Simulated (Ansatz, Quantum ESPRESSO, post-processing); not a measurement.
# In2STe, 1 layer in an electric field, part 2 of 2

How does In2STe, 1 layer respond to a gate-like field without added charge?

Quantum ESPRESSO 7.5; plane-wave DFT, LDA, GBRV ultrasoft pseudopotentials; geometry and cross-check by Ansatz 0.2.0 with PAW datasets.

So far. Step 13 (Bands along a path: field -0.2 V/Å): Along this path the valence top lies at Γ and the conduction bottom at Γ. Step 14 (Valence density): The density integrates to 38.000 electrons, as the 38 of the input ask.

## Step 16: Charge moved by a field of 0.2 V/Å

This step gave:

| Item | Value |
| --- | --- |
| largest charge moved across a plane | 0.001127 e/Å² |
| dipole step | -1.478 eV |

The planar mean oscillates, so the rows of the table below give means over windows of 1 Å about each position, cut where the curve ends. Its maxima inside the range that stand out by 2 % of the span (Å: e/Å³): 7.2: 6.7e-4, 10.9: 1.3e-4, 12.7: 1.6e-4. Its minima: 9.9: -2.2e-4, 11.8: -1.1e-4, 14.7: -6.7e-4.

The planar mean by z; means over each step:

```
z (Å)  planar mean (e/Å³)
    2              4.4e-8
    3              3.9e-7
    4              3.4e-6
    5              2.8e-5
    6              1.8e-4
    7              5.7e-4
    8              2.9e-4
    9              3.9e-5
   10             -1.3e-4
   11              6.3e-5
   12             -2.5e-5
   13              8.8e-6
   14             -3.3e-4
   15             -5.4e-4
   16             -1.4e-4
   17             -1.7e-5
   18             -1.6e-6
   19             -1.3e-7
   20             -1.1e-8
```

The running integral, electrons below z by z:

z (Å), running integral, electrons below z (e/Å²) and a bar:
```
        2    0.00000 
        3    0.00000 
        4    0.00000 
        5    0.00001 
        6    0.00010 ###
        7    0.00049 #############
        8    0.00100 ###########################
        9    0.00112 ##############################
       10    0.00102 ###########################
       11    0.00103 ############################
       12    0.00100 ###########################
       13    0.00108 #############################
       14    0.00090 ########################
       15    0.00035 #########
       16    0.00005 #
       17    0.00000 
       18    0.00000 
       19    0.00000
```

## Step 17: Polarisability from the dipole between 0 and 0.1 V/A

Numbers from this step:

```
change of slope in the vacuum : 0.10000 eV/Å
polarisability a cell         : 8.826 Å³
sheet polarisability 4πα/A    : 7.382 Å
```

Change of the potential energy, second field less first against z:

| z (Å) | change of the potential energy, second field less first (eV) |
| --- | --- |
| 0.0 | -0.356 |
| 0.5 | -0.673 |
| 1.0 | -0.623 |
| 1.5 | -0.573 |
| 2.0 | -0.523 |
| 2.5 | -0.473 |
| 3.0 | -0.423 |
| 3.5 | -0.373 |
| 4.0 | -0.323 |
| 4.5 | -0.273 |
| 5.0 | -0.223 |
| 5.5 | -0.174 |
| 6.0 | -0.126 |
| 6.5 | -0.0825 |
| 7.0 | -0.0469 |
| 7.5 | -0.0249 |
| 8.0 | -0.0155 |
| 8.5 | -0.0122 |
| 9.0 | -0.0119 |
| 9.5 | -0.0126 |
| 10.0 | -0.0111 |
| 10.5 | -0.00627 |
| 11.0 | -0.00149 |
| 11.5 | 0.00128 |
| 12.0 | 0.00492 |
| 12.5 | 0.00948 |
| 13.0 | 0.0120 |
| 13.5 | 0.0139 |
| 14.0 | 0.0196 |
| 14.5 | 0.0324 |
| 15.0 | 0.0580 |
| 15.5 | 0.0962 |
| 16.0 | 0.142 |
| 16.5 | 0.190 |
| 17.0 | 0.240 |
| 17.5 | 0.289 |
| 18.0 | 0.339 |
| 18.5 | 0.389 |
| 19.0 | 0.439 |
| 19.5 | 0.489 |
| 20.0 | 0.539 |
| 20.5 | 0.589 |
| 21.0 | 0.639 |
| 21.5 | 0.485 |

## Step 18: Dipole against field

Dipole along the normal, dipole moment against applied field:

```csv
applied field (V/Å),"dipole along the normal, dipole moment (e·Å)"
-0.200,-0.166
0.000,-0.0436
0.100,0.0177
0.200,0.0791
```

## Step 19: Cross-check with Ansatz: field 0.1 V/Å

A second code with its own PAW datasets, on the same atoms.

Level of this step: plane-wave DFT, PBE, Ansatz PAW (Ansatz 0.2.0).

The input, input.yaml:

```yaml
crystal:
  lattice:
    - [4.1652909046, 0.0, 0.0]
    - [-2.0826454523, 3.6072477375, 0.0]
    - [0.0, 0.0, 22.0382444634]
  atoms:
    - { symbol: Te, position: [0.3333333333, 0.6666666667, 0.3823923142] }
    - { symbol: In, position: [0.0, 0.0, 0.4502479282] }
    - { symbol: In, position: [0.0, 0.0, 0.5784362371] }
    - { symbol: S, position: [0.3333333333, 0.6666666667, 0.6252303366] }
kpoints:
  mp_grid: { grid: [6, 6, 1] }
hamiltonian:
  xc: pbe
scf:
  occupations: { method: fermi_dirac, width: 0.054 }
  convergence: { dr2_threshold: 1.0e-09 }
efield:
  axis: 3
  dipole_correction: true
  ramp_position: 0.97
  ramp_width: 0.04
  amplitude: 0.1
output:
  write_potential: true
  write_density: true
  volumetric_format: npy
```

Started as:

```bash
> ansatz run input.yaml --threads 4 --pin off --max-ram 8192MiB --backend cpu --events-out ev --progress --plain --runs-dir out
```

Elapsed: 3.7 s, on 4 threads of Arm Neoverse V1, shared host; peak memory 0.59 GiB; 12 s of CPU time.

This step gave:

- free energy: -19079.2721 eV
- Fermi energy: -0.5433 eV
- gap by band count: 0.9132 eV
- dipole along the normal: 0.01785 e·Å

At 0.1 V/Å Ansatz's dipole is 0.0179 e Å against 0.0177 from pw.x, under another functional.

## Step 20: Cross-check with Ansatz: field -0.1 V/Å

input.yaml is the input of step 19 with these lines changed:

```diff
@@ -22,3 +22,3 @@
   ramp_width: 0.04
-  amplitude: 0.1
+  amplitude: -0.1
 output:
```

Wall time 3.2 s (4 threads); peak memory 0.59 GiB.

This step gave:

* free energy: -19079.2808 eV
* Fermi energy: -0.5470 eV
* gap by band count: 0.8799 eV
* dipole along the normal: -0.1042 e·Å

## Step 21: Dipole against field, Ansatz

Table of dipole along the normal, dipole moment by applied field:

```csv
applied field (V/Å),"dipole along the normal, dipole moment (e·Å)"
-0.1000,-0.104
0.0000,-0.0432
0.1000,0.0179
```

## Step 22: Self-consistent run, with eopreg = 0.06

A sensitivity test on the input.

Level of this step: plane-wave DFT, LDA, GBRV ultrasoft pseudopotentials (Quantum ESPRESSO 7.5).

The input, f1.w0.in:

```
&control
  prefix = 'f1.w0'
  outdir = './out'
  pseudo_dir = './pseudo'
  calculation = 'scf'
  tprnfor = .true.
  tefield = .true.
  dipfield = .true.
/
&system
  ibrav = 0
  nat = 4
  ntyp = 3
  ecutwfc = 40
  ecutrho = 200
  occupations = 'smearing'
  smearing = 'fd'
  degauss = 0.004
  edir = 3
  emaxpos = 0.97
  eopreg = 0.06
  eamp = 0.00194469
/
&electrons
  conv_thr = 1e-09
  mixing_beta = 0.4
  electron_maxstep = 120
  mixing_mode = 'plain'
/
ATOMIC_SPECIES
  Te  127.6000  te_lda_v1.uspp.F.UPF
  In  114.8180  in_lda_v1.4.uspp.F.UPF
  S   32.0600  s_lda_v1.4.uspp.F.UPF
CELL_PARAMETERS angstrom
  4.16529090455696 0.00000000000000 0.00000000000000
  -2.08264545227848 3.60724773749859 0.00000000000000
  0.00000000000000 0.00000000000000 22.03824446340000
ATOMIC_POSITIONS crystal
  Te  0.333333333333 0.666666666667 0.382392314152
  In  0.000000000000 -0.000000000000 0.450247928232
  In  -0.000000000000 -0.000000000000 0.578436237066
  S   0.333333333333 0.666666666667 0.625230336551
K_POINTS automatic
  6 6 1 0 0 0
```

Started as:

```bash
> OMP_NUM_THREADS=1 mpirun -n 4 pw.x -nk 2 -in f1.w0.in > f1.w0.out
```

The job ended after 38 s (4 MPI ranks; peak memory 0.64 GiB; 2.5 min of CPU time).

Beside the run it was changed from:

```csv
quantity,this run,unchanged run,difference
dipole along the normal (e·Å),0.01774,0.01770,4.2e-5
free energy (eV),-4312.154,-4312.154,1.4e-7
wall time (s),38,28,
SCF iterations,16,10,
```

The free energy moves by +3.4e-05 meV an atom.

This run starts from superposed atoms, the unchanged one from a saved density, so their iteration counts don't compare.

The physical values in this table move by up to 0.24 %.

## Step 23: By hand

α = Δp/E = (0.01770 − (-0.04360)) e Å / 0.1 V/Å = 0.6129 e Å²/V; times e/(4πε₀) = 14.40 V Å this is 8.826 Å³. With A = 15.025 Å², 4πα/A = 7.382 Å.

## Step 24: Outcome

```yaml
polarisability_along_the_normal_a_cell: 8.83 Å³
sheet_polarisability_4pi_alpha_a: 7.38 Å
dipole_without_a_field: -0.0436 e·Å
kohn_sham_ionisation_potential_upper_face: 5.98 eV
gap_along_the_path_at_0_v_a: 0.74 eV
gap_along_the_path_at_0p2_v_a: 0.76 eV
gap_along_the_path_at_minus_0p2_v_a: 0.71 eV
```

In words: The sheet answers a field with a polarisability of 8.83 Å³ a cell, or 4πα/A = 7.38 Å (LDA, GBRV ultrasoft). In pw.x the dipole follows the field linearly over the range tried. A perfect conductor 7.38 Å thick would screen alike; the outer atoms lie 5.35 Å apart. At 0.1 V/Å the sheet takes 0.738 eV off the potential drop. At 0.2 V/Å the gap along the path goes from 0.74 to 0.76 eV. Quantum ESPRESSO and Ansatz give 8.826 and 8.789 Å³ for the polarisability (pw.x from 0 and 0.1 V/Å, Ansatz from ±0.1 V/Å, under PBE), which agree. The ions stay at their zero-field places, so this is the electrons' response alone. Semilocal gaps are too small, and in strong fields empty levels can belong to the vacuum. Spin-orbit coupling is left out; depending on the atoms that carry the levels of interest, it can split and shift them by tens to hundreds of meV.

[Logs are printed without paths, hosts, clocks, repeated set-up lines and the standing remarks that a program may print on its own settings, such as how far it seeks lower states.]

[Hosts, paths, dates, database ids (printed as entryN), source tags and the programs' standing remarks are cut or masked in the printed files.]

[Maps of the electrostatic potential energy from Ansatz leave out the sawtooth potential of an applied field or a dipole correction, so their vacuum need not be flat; planar profiles and work functions include it.]
